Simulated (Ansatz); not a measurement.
Rows from a G0W0 calculation on K2YInBr6 (double perovskite (elpasolite)) (Fm-3m) (Ansatz 0.2.0; G0W0 on LDA, plane waves, PAW; 2×2×2 mesh, 1109 empty bands, screening to 120 eV), in eV. Spin-orbit coupling is left out.

The structure was built from a prototype and need not be the compound's stable phase.

| row | k | band | start | Σx | Σc at the solution | Vxc |
| --- | --- | --- | --- | --- | --- | --- |
| A | (0.000, 0.000, -0.500) | c1 | 5.447 | -6.391 | -4.072 | -11.387 |
| B | (0.000, 0.000, -0.500) | v1 | 3.349 | -17.834 | 0.686 | -16.463 |
| C | Γ | c2 | 5.811 | -7.310 | -4.620 | -12.965 |
| D | Γ | c1 | 5.234 | -3.416 | -3.264 | -7.384 |
| E | (0.000, 0.000, -0.500) | c2 | 5.948 | -7.780 | -4.494 | -13.306 |
| F | Γ | v1 | 2.229 | -16.424 | 0.689 | -15.112 |

Give the quasiparticle energies and the shift of each level.

The quasiparticle equation reads E = start + Σx + Σc(E) − Vxc.

| row | E (eV) | shift (eV) |
| --- | --- | --- |
| A | 6.370 | +0.924 |
| B | 2.664 | −0.685 |
| C | 6.846 | +1.036 |
| D | 5.938 | +0.704 |
| E | 6.980 | +1.032 |
| F | 1.606 | −0.623 |

The gap over the computed points goes from 1.88 eV to 3.27 eV.

Limits: not at the basis limit; no spin-orbit coupling; coarse k mesh.

[Runs of the session that timed out or met a known fault of the program may be left out.]

[Cells called generated may have been cut or substituted from an entry of the Crystallography Open Database or the Materials Project.]

[Hosts, paths, dates, database ids (printed as entryN), source tags and the programs' standing remarks are cut or masked in the printed files.]
